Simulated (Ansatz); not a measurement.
# Lattice dynamics of Cd2Sn (model cell, started as cuprite), part 2 of 2

Aim: the vibrations of Cd2Sn (model cell, started as cuprite), their spectra, and whether the structure is stable.

Ansatz 0.2.0; DFT PBEsol, scalar-relativistic, plane waves, PAW.

So far. Step 4 (Relaxing to small forces for the phonons): The forces vanish by symmetry and the pressure is -0.002 GPa, within the tolerances set. The cell now holds 39.97 Å³/atom. The relaxed cell has a = 6.213 Å (conventional setting).

The structure was built from a prototype and need not be the compound's stable phase.

In doubt: the program warns that the response may not be converged on this k-mesh, which bears on the force constants and all frequencies.

## 5. The dispersion

The mesh has a single point along some directions, so zone-edge points there are not solved. Linear response on a 1×1×1 q mesh gives force constants as far as a supercell of that size would.

input.yaml reads:

```yaml
crystal:
  lattice:
    - [6.213158322, 0.0, 0.0]
    - [0.0, 6.213158322, 0.0]
    - [0.0, 0.0, 6.213158322]
  atoms:
    - { symbol: Sn, position: [0.0, 0.0, 0.0] }
    - { symbol: Sn, position: [0.5, 0.5, 0.5] }
    - { symbol: Cd, position: [0.25, 0.25, 0.25] }
    - { symbol: Cd, position: [0.75, 0.75, 0.25] }
    - { symbol: Cd, position: [0.75, 0.25, 0.75] }
    - { symbol: Cd, position: [0.25, 0.75, 0.75] }
kpoints:
  mp_grid: { grid: [4, 4, 4] }
hamiltonian:
  xc: pbesol
scf:
  occupations: { method: fixed }
output:
  eigenvalues: true
phonons:
  method: dfpt
  dielectric: true
  rigid_motions: translations
  raman: true
  qmesh: [1, 1, 1]
  temperatures: { t_max: 1000, t_step: 50 }
  qpath:
    path:
      - [[0.0, 0.0, 0.0], [0.0, 0.5, 0.0], [0.5, 0.5, 0.0], [0.0, 0.0, 0.0], [0.5, 0.5, 0.5], [0.0, 0.5, 0.0]]
      - [[0.5, 0.5, 0.5], [0.5, 0.5, 0.0]]
    npoints: 10
```

On the command line:

```bash
$ ansatz run input.yaml --threads 8 --pin off --max-ram 14336MiB --backend cpu --events-out ev --progress --plain --runs-dir out
```

Numbers of over 12 decimals in the logs are rounded to 6 here.

Log:

```text
Warning: phonons: the dynamical matrix that this run interpolates holds no multipole term above the dipole-dipole one, and a site of this crystal is no centre of inversion, so its interpolated transverse optical and acoustic branches and sound speeds can stay off near Gamma, and the density of states and the thermodynamics with them. What a run solves at a wave vector of phonons.qpoints, Gamma apart, where the deck admits one, is free of this, and under fd what a larger phonons.supercell samples
[...]
Crystal: 6 atoms, lattice volume = 239.849 Å³
Basis set: ecut = 420 eV, 4697 PW (Γ), exchange–correlation on 96×96×96 points (8 copies of the dense FFT grid, shifted against one another)
Bands: 65, of which v1, the nominal top of the filled ones, is band 54 counted from 1 (53 counted from 0)
Symmetry: 48 space group operations
k-points: 24 of 64 (irreducible under 2 space group operations, time reversal used)
[...]
SCF iter   1: F=—  HF=-44633.501420 eV  |F-HF|=—  |Δ(HF+E_count)|=         —  Δρ=3.86e-3  dr2=7.09e-2  ethr=1.77e-3  ⟨swp⟩=5.0  Hψ=5238  notcnv=0  defer=202
[...]
SCF iter   9: F=-44633.482031 eV  HF=-44633.482031 eV  |F-HF|=5.09e-11  |Δ(HF+E_count)|=   2.23e-9  Δρ=1.14e-7  dr2=5.08e-11  ethr=1.00e-12  ⟨swp⟩=14.5  Hψ=10854  notcnv=0
SCF 1 converged in 9 iterations: F = -44633.482031 eV  dr2 = 5.08e-11
[...]
DFPT response loops at Γ: preconditioner auto → none (the input reference at scf.mixing.eps_inf says where Resta's filter doesn't serve); β = 0.50; Broyden in place of MSR1
── the response to a field inside a basis, on 10×10×10 k-points: an SCF that follows is theirs, and a resumed run solves both again ──
Bands: 55, of which v1, the nominal top of the filled ones, is band 54 counted from 1 (53 counted from 0)
k-points: 35
[...]
Eigensolver: Dense (35 Hₖ)
SCF iter   1: F=—  HF=-44633.170257 eV  |F-HF|=—  |Δ(HF+E_count)|=         —  Δρ=4.77e-4  dr2=3.27e-4  ethr=1.00e-1
[...]
SCF iter   7: F=-44633.170159 eV  HF=-44633.170159 eV  |F-HF|=1.24e-10  |Δ(HF+E_count)|=   2.72e-9  Δρ=1.53e-7  dr2=7.18e-11  ethr=1.35e-12
SCF 1 converged in 7 iterations: F = -44633.170159 eV  dr2 = 7.18e-11
[...]
WARN: field response: ε∞ stands inside a basis, on 10×10×10 points; the force constants stand on the 4×4×4 k-mesh, whose period is 7.80 times the interband length at k = (0.0000, 0.0000, 0.0000), direct gap 0.909 eV, under 14: take them and everything formed from them as unconverged, and compare with a denser kpoints.mp_grid
SCF converged after 9 iterations
Free energy (F): -44633.482031 eV
[...]
Internal energy: -44633.482031 eV  (E = F + TS)
E sigma→0 (E₀):  -44633.482031 eV
Fermi energy:    5.357054 eV
[...]
--- Band table (eV; the first three rows and the last of 24) ---
  k-point 0: bands = [... 50 lower, 2.9501, 5.2549, 5.2549, 5.2549, 6.1635, 6.1635, 6.1714, 9.3696, ... 7 higher]
  k-point 1: bands = [... 50 lower, 3.0050, 4.1124, 5.1806, 5.1806, 6.4343, 7.0006, 7.5103, 8.4147, ... 7 higher]
  k-point 2: bands = [... 50 lower, 3.1007, 3.1007, 5.0857, 5.0857, 7.2193, 7.2193, 8.6926, 8.6926, ... 7 higher]
  k-point 23: bands = [... 50 lower, 2.4329, 4.0163, 4.0163, 4.0163, 8.4059, 8.4059, 8.4059, 8.5120, ... 7 higher]
--- Phonons (Γ-DFPT): 2 representative perturbations + reference, on 24 of 64 k-points (Σ response iterations 6) ---
  k mesh reduced under 2 symmetry operations, with k and −k counted as one. Each operation leaves every solved perturbation unchanged. A smaller set is not considered because the run solves the response to a homogeneous field
  ASR residual: 1.119e-4 → 0.000e0 eV/Å²; symmetrization residual: 4.827e-5 eV/Å²
  ASR residual per site (eV/Å²): 1.12e-4 1.12e-4 6.78e-5 6.78e-5 6.78e-5 6.78e-5
  Γ frequencies (cm⁻¹): -7.08 -7.08 -7.08 0.00 0.00 0.00 43.35 43.35 43.35 62.37 62.37 127.47 127.47 127.47 169.58 212.19 212.19 212.19
  ε∞ (high-frequency dielectric tensor):
       13.930118     0.000000     0.000000
        0.000000    13.930118     0.000000
        0.000000     0.000000    13.930118
  softest optical mode at Γ: -7.08 cm⁻¹; the repairs (sum rule, projections) moved no ω² at Γ by more than (1.55 cm⁻¹)²
  Born effective charges Z* (e; rows j = field, columns β = displacement):
    site 0:
        -1.11484    0.00000    0.00000
         0.00000   -1.11484    0.00000
        -0.00000    0.00000   -1.11484
    site 1:
        -1.11484    0.00000    0.00000
         0.00000   -1.11484    0.00000
         0.00000    0.00000   -1.11484
    site 2:
         0.55742    1.10376    1.10376
         1.10376    0.55742    1.10376
         1.10376    1.10376    0.55742
    site 3:
         0.55742    1.10376   -1.10376
         1.10376    0.55742   -1.10376
        -1.10376   -1.10376    0.55742
    site 4:
         0.55742   -1.10376    1.10376
        -1.10376    0.55742   -1.10376
         1.10376   -1.10376    0.55742
    site 5:
         0.55742   -1.10376   -1.10376
        -1.10376    0.55742    1.10376
        -1.10376    1.10376    0.55742
  Z* charge neutrality: 1.109e-3 e pre-enforcement
  solved inside a basis spanned on kpoints, on 10×10×10 k-points transformed towards the longest dipole: ε∞ is read to err by 8.5e-2, Z* by 2.8e-2 e (field_mesh: kpoints solves on kpoints); Z* is corrected for what the basis lacks
  Raman tensors (in the event stream and the table raman_tensors.tsv): an entry may err by 6.4e1 Å², one of the second-order susceptibility by 1.2e-16 pm/V (basis, points and sum rule); their sum over the sites missed zero by 4.737e-15 Å² ahead of its enforcement
  optical modes at Γ without the LO–TO term, one row a degenerate level:
      ω (cm⁻¹)  modes    IR ((D/Å)²/amu)  static Raman (Å⁴/amu)  depolarisation
         -7.08      3             0.0000                 0.0000               —
         43.35      3             1.0201                 0.0000               —
         62.37      2             0.0000                 0.0000               —
        127.47      3             0.0000              4042.2316           0.750
        169.58      1             0.0000                 0.0000               —
        212.19      3             7.1951                 0.0000               —
  optical modes at Γ + LO–TO along q̂ = [1.0000, 0.0000, 0.0000]:
      ω (cm⁻¹)  modes    IR ((D/Å)²/amu)  static Raman (Å⁴/amu)  depolarisation
         -7.08      3             0.0000                 0.0000               —
         43.35      2             0.6801                 0.0000               —
         45.70      1             0.3170                 0.0000               —
         62.37      2             0.0000                 0.0000               —
        127.47      3             0.0000              4042.2316           0.750
        169.58      1             0.0000                 0.0000               —
        212.19      2             4.7968                 0.0000               —
        215.79      1             2.4214                 0.0000               —
  optical modes at Γ + LO–TO along q̂ = [0.0000, 1.0000, 0.0000]:
      ω (cm⁻¹)  modes    IR ((D/Å)²/amu)  static Raman (Å⁴/amu)  depolarisation
         -7.08      3             0.0000                 0.0000               —
         43.35      2             0.6801                 0.0000               —
         45.70      1             0.3170                 0.0000               —
         62.37      2             0.0000                 0.0000               —
        127.47      3             0.0000              4042.2316           0.750
        169.58      1             0.0000                 0.0000               —
        212.19      2             4.7968                 0.0000               —
        215.79      1             2.4214                 0.0000               —
  optical modes at Γ + LO–TO along q̂ = [0.0000, 0.0000, 1.0000]:
      ω (cm⁻¹)  modes    IR ((D/Å)²/amu)  static Raman (Å⁴/amu)  depolarisation
         -7.08      3             0.0000                 0.0000               —
         43.35      2             0.6801                 0.0000               —
         45.70      1             0.3170                 0.0000               —
         62.37      2             0.0000                 0.0000               —
        127.47      3             0.0000              4042.2316           0.750
        169.58      1             0.0000                 0.0000               —
        212.19      2             4.7968                 0.0000               —
        215.79      1             2.4214                 0.0000               —
--- Phonons (arbitrary-q DFPT): 1 irreducible q on the 1×1×1 mesh ---
  q = [0.0000, 0.0000, 0.0000] (star 1, of the zone-centre solve; hermiticity 1.10e-5, symmetrization 1.45e-6): -7.08 -7.08 -7.08 0.00 0.00 0.00 43.35 43.35 43.35 62.37 62.37 127.47 127.47 127.47 169.58 212.19 212.19 212.19
  sum rule: each row above includes the acoustic sum rule's correction from the zone centre's row sums; it moved no ω² by more than (0.54 cm⁻¹)²
  mesh force constants: q→R imaginary residual 0.00e0; ASR residual 1.119e-4 → 0.000e0 eV/Å²; symmetrization residual 7.994e-15 eV/Å²
  interpolated dispersion: 63 rows × 18 modes
  density of states and harmonic sums: on the 10×10×10 q-mesh, interpolated from the force constants of a 1×1×1 supercell (with the dipole–dipole term)
  largest difference from the sums on the solved wave vectors: F 1.18e0 eV, S 1.52e-3 and C_V 3.45e-4 eV/K
  zero-point energy: 0.094917 eV/cell   skipped modes (ω ≤ 0): 116, of them read as no rigid motion or as one in doubt: 113 (1.990e0 modes/cell left out, lowest -16.07 cm⁻¹)   left out of the sums: 1.11e-1 of the cell's modes: C_V's classical limit lies that fraction below 3 k_B per atom; for a crystal, a wire or a layer, F and S can be off by more, and a phonons.interpolated_qmesh denser along its periods is the remedy for the sampling
```

Elapsed: 17 min, on 8 threads of Intel Xeon Platinum 8375C at 2.90GHz (Ice Lake), shared host; peak memory 3 GiB.

The column dr2 measures how far the density is from self-consistency, as an energy; F and HF (Harris–Foulkes) agree once it is small.

This step gave:

```yaml
sum_rule_residual_before_enforcement: 1.12e-4 eV/Å²
miss_of_the_charge_sum_rule: 0.001109 e
estimated_error_of_the_dielectric_tensor: 0.08514
estimated_error_of_the_born_charges: 0.02753 e
point_group: m-3m
highest_optical_mode_at_the_zone_centre_no_lo_to_term: 212.2 cm⁻¹
lowest_optical_zone_centre_mode: -7.08 cm⁻¹
mean_high_frequency_dielectric_constant: 13.93
largest_born_charge_third_of_the_trace: -1.115 e
top_of_the_zone_centre_spectrum_with_the_field: 215.8 cm⁻¹
lowest_mode_on_the_q_mesh_acoustic_modes_at_gamma_apart: -7.08 cm⁻¹
highest_frequency_at_a_solved_wavevector_no_lo_to_term_at_gamma: 212.2 cm⁻¹
```

Optical modes at the zone centre, without and with the macroscopic field of the longitudinal modes; each column is sorted by frequency, so a row need not hold one and the same mode. Modes with and without the field, by row:

```
rank among optical modes  no field (cm⁻¹)  q along (1, 0, 0) (cm⁻¹)
                       1             -7.1                      -7.1
                       2             -7.1                      -7.1
                       3             -7.1                      -7.1
                       4             43.4                      43.4
                       5             43.4                      43.4
                       6             43.4                      45.7
                       7             62.4                      62.4
                       8             62.4                      62.4
                       9            127.5                     127.5
                      10            127.5                     127.5
                      11            127.5                     127.5
                      12            169.6                     169.6
                      13            212.2                     212.2
                      14            212.2                     212.2
                      15            212.2                     215.8
```

Born charge (rows field, columns displacement) (e), principal values of the symmetric part by kind of site:

```
atom  atoms with these values    low  middle   high   mean
 Sn1                        2  -1.11   -1.11  -1.11  -1.11
 Cd3                        4  -0.55   -0.55   2.76   0.56
```

In full for Cd3:

```
0.56 1.10 1.10
1.10 0.56 1.10
1.10 1.10 0.56
```

High-frequency dielectric tensor:

```
13.93  0.00  0.00
 0.00 13.93  0.00
 0.00  0.00 13.93
```

Transverse modes; imaginary modes are left out. Lines of the infrared spectrum (strongest = 100):

```
position (cm⁻¹)  label  relative intensity
             43    T1u                  14
             62     Eu                 0.0
            128    T2g                 0.0
            170    A2u                 0.0
            212    T1u                 100
```

Activity x (w_L - w)^4 (n + 1)/w, 532 nm, 300 K; imaginary modes are left out; the tensors are static ones, while 532 nm light lies above the computed direct gap, where resonance would change the heights; modes without the macroscopic field alone. Lines of the Raman spectrum (strongest = 100):

```
position (cm⁻¹)  label  relative intensity
             43    T1u                 0.0
             62     Eu                 0.0
            128    T2g                 100
            170    A2u                 0.0
            212    T1u                 0.0
```

Frequencies (cm⁻¹) solved at each irreducible wavevector; negative means imaginary. Frequencies by wavevector, by row:

```
q in reciprocal lattice units  star  mode 1  mode 2  mode 3  mode 4  mode 16  mode 17  mode 18
                        0 0 0     1    -7.1    -7.1    -7.1       0    212.2    212.2    212.2
```

Symmetry leaves 1 wavevectors to solve. The lowest mode among them, the acoustic zeros apart, lies at Γ and is slightly imaginary, 7.1i cm⁻¹, too near zero to call.

The log warns of the k mesh: “the force constants stand on the 4×4×4 k-mesh, whose period is 7.80 times the interband length at k = (0.0000, 0.0000, 0.0000), direct gap 0.909 eV, under 14: take them and everything formed from them as unconverged”.

## 6. What came out

```yaml
space_group_after_relaxation_within_0p01_a: Pn-3m
volume_per_atom: 40.0 Å³
gap_on_the_k_mesh: 0.806 eV
highest_optical_mode_at_the_zone_centre_no_lo_to_term: 212 cm⁻¹
top_of_the_zone_centre_spectrum_with_the_field: 216 cm⁻¹
lowest_optical_zone_centre_mode: -7.1 cm⁻¹
mean_high_frequency_dielectric_constant: 13.9
largest_born_charge_third_of_the_trace: -1.11 e
lowest_mode_on_the_q_mesh_acoustic_modes_at_gamma_apart: -7.1 cm⁻¹
imaginary_modes_on_the_1x1x1_q_mesh: one or more, weakly
```

In words: No mode is clearly imaginary at the 1 irreducible wavevectors solved, but the lowest, 7.1i cm⁻¹, is too near zero to call. Without the field, the optical modes at Γ span -7 to 212 cm⁻¹ (negative means imaginary). With the macroscopic field of the longitudinal modes the top of the zone-centre spectrum lies at 216 cm⁻¹, against 212 cm⁻¹ without it. Among the real modes, the strongest infrared line is at 212 cm⁻¹. Averaged over orientations, the strongest Raman line at 532 nm and 300 K is at 128 cm⁻¹. The tensors are the static, non-resonant ones, while 532 nm light (2.33 eV) lies above the computed gap. With the field response the log warns that the k mesh is coarse for the force constants too, so the frequencies may not be converged. The q mesh is too sparse to interpolate, so only the solved wavevectors are given. The program warns that the interpolation holds no quadrupole term, so branches close to Γ can be off in this crystal. Spin-orbit coupling is left out, which can matter for the heavy elements here. The starting cell was built on a prototype and not taken from a measurement, so the phase need not exist. These are harmonic frequencies at zero temperature: anharmonic shifts, linewidths and thermal expansion are left out.

[Logs are printed without paths, hosts, clocks, repeated set-up lines and the standing remarks that a program may print on its own settings, such as how far it seeks lower states.]

[Hosts, paths, dates, database ids (printed as entryN), source tags and the programs' standing remarks are cut or masked in the printed files.]
